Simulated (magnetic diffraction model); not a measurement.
## Sr₂Nd₂Co₄S₁₁ below its ordering temperature

Space group Pmmm (no. 47), a = 4.5570 Å, b = 8.9510 Å, c = 9.1870 Å.

| site | atom | x | y | z |
| --- | --- | --- | --- | --- |
| 2t | Nd | 1/2 | 1/2 | 0.2731 |
| 2s | Sr | 1/2 | 0 | 0.2490 |
| 2m | Co | 0 | 0.2525 | 0 |
| 2n | Co | 0 | 0.2506 | 1/2 |
| 4u | S | 0 | 0.2840 | 0.7625 |
| 1c | S | 0 | 0 | 1/2 |
| 1a | S | 0 | 0 | 0 |
| 2o | S | 1/2 | 0.3115 | 0 |
| 2p | S | 1/2 | 0.2684 | 1/2 |
| 1g | S | 0 | 1/2 | 1/2 |

This is a made-up structure (elements placed in a structure type, unrelaxed), so the numbers test the method and describe no known phase.

Only Nd and Co are taken to order (form factors of Nd3+ and Co3+); orders and moment sizes are assumed, and not adapted to the symmetry. Radiation: neutrons of λ = 2.0775 Å, 5° to 40°; isotropic B of 0.33 Å² (Nd), 0.34 Å² (Sr), 0.47 Å² (Co) and 0.58 Å² (S). The intensities are simulated: I ∝ L Σ (|F_N|² + |F_M⊥|²) for unpolarised neutrons, with F_M = 2.695 fm/μB × Σ f(s) S exp(2πi Q·r) exp(−B s²) at Q = H ± k (one set where k and −k are equivalent), only the part normal to Q counting and L = 1/(sin²θ cos θ). For collinear order S is the moment m, which repeats by lattice and centring translations R with the sign exp(−2πi k·R). Form factors are spin-only for 3d ions and dipole or tabulated for f ions, scattering lengths are Sears's of 1992, and absorption is left out. A label names one of the reflections at its angle. The strongest nuclear line in the range is 100, and lines under 0.2 are left out.

Above the ordering temperature:

```tsv
2θ (°)	index	I
12.98	(0 0 1)	6.7
13.33	(0 1 0)	5.5
18.65	(0 1 1)	4.6
26.14	(0 0 2)	10.5
26.35	(1 0 0)	12.0
26.84	(0 2 0)	6.3
29.45	(0 1 2)	1.5
29.64	(1 1 0)	3.2
29.92	(0 2 1)	2.9
32.48	(1 1 1)	0.8
37.46	(1 0 2)	62.6
37.82	(0 2 2)	88.4
37.97	(1 2 0)	100.0
39.93	(1 1 2)	9.4
```

Below it (cell unchanged):

```
2θ (°)      I
  9.29  492.9
 12.98    6.7
 13.33    5.5
 18.65    4.6
 20.65   49.4
 21.09  140.2
 26.14   10.5
 26.35   12.0
 26.84    6.3
 28.00  123.1
 28.13   55.9
 29.45    1.5
 29.64    3.2
 29.92    2.9
 32.48    0.8
 33.54   10.3
 33.71   71.4
 33.99   88.1
 34.38   46.1
 37.46   62.6
 37.82   88.4
 37.97  100.0
 38.78   13.5
 38.93   60.5
 39.27   32.0
 39.93    9.4
```

**Question.** Find the propagation vector, then choose among these models:
A. collinear moments along [101], 2.9 μB on Nd and 3.85 μB on Co; signs + at (1/2, 1/2, 0.2731), − at (1/2, 1/2, 0.7269), − at (0, 0.2525, 0), + at (0, 0.7475, 0), + at (0, 0.2506, 1/2), − at (0, 0.7494, 1/2)
B. collinear moments along [110], 2.9 μB on Nd and 3.85 μB on Co; signs + at (1/2, 1/2, 0.2731), − at (1/2, 1/2, 0.7269), − at (0, 0.2525, 0), + at (0, 0.7475, 0), + at (0, 0.2506, 1/2), − at (0, 0.7494, 1/2)
C. collinear moments along [101], 2.9 μB on Nd and 3.85 μB on Co; signs + at (1/2, 1/2, 0.2731), + at (1/2, 1/2, 0.7269), − at (0, 0.2525, 0), − at (0, 0.7475, 0), − at (0, 0.2506, 1/2), − at (0, 0.7494, 1/2)
D. collinear moments along [110], 2.9 μB on Nd and 3.85 μB on Co; signs + at (1/2, 1/2, 0.2731), + at (1/2, 1/2, 0.7269), − at (0, 0.2525, 0), − at (0, 0.7475, 0), − at (0, 0.2506, 1/2), − at (0, 0.7494, 1/2)

The new lines index as (0 1/2 1/2) at 9.29°, (0 1/2 3/2) at 20.65°, (0 3/2 1/2) at 21.09° and (1 1/2 1/2) at 28.00°, that is as H ± k with k = (0 1/2 1/2). Half indices mean that the moments reverse under translations with k·R a half-integer, and the magnetic cell has twice the primitive volume.

Magnetic intensity, observed (below minus above) and for each model:

| 2θ (°) | index | observed | A | B | C | D |
| --- | --- | --- | --- | --- | --- | --- |
| 9.29 | (0 1/2 1/2) | 492.9 | 492.9 | 479.5 | 209.5 | 203.8 |
| 20.65 | (0 1/2 3/2) | 49.4 | 49.4 | 160.9 | 61.8 | 201.2 |
| 21.09 | (0 3/2 1/2) | 140.2 | 140.2 | 42.8 | 234.1 | 71.4 |
| 28.00 | (1 1/2 1/2) | 123.1 | 123.1 | 121.6 | 218.2 | 215.6 |
| 33.54 | (0 1/2 5/2) | 10.3 | 10.3 | 43.2 | 24.7 | 104.0 |
| 33.71 | (1 1/2 3/2) | 71.4 | 71.4 | 99.5 | 27.7 | 38.6 |
| 33.99 | (1 3/2 1/2) | 88.1 | 88.1 | 61.5 | 32.0 | 22.3 |
| 34.38 | (0 5/2 1/2) | 46.1 | 46.1 | 11.2 | 86.7 | 21.0 |

Model A matches.

The structure used: k = (0 1/2 1/2), collinear moments along [101], 2.9 μB on Nd and 3.85 μB on Co; signs + at (1/2, 1/2, 0.2731), − at (1/2, 1/2, 0.7269), − at (0, 0.2525, 0), + at (0, 0.7475, 0), + at (0, 0.2506, 1/2), − at (0, 0.7494, 1/2).

[Logs are printed without paths, hosts, clocks, repeated set-up lines and the standing remarks that a program may print on its own settings, such as how far it seeks lower states.]
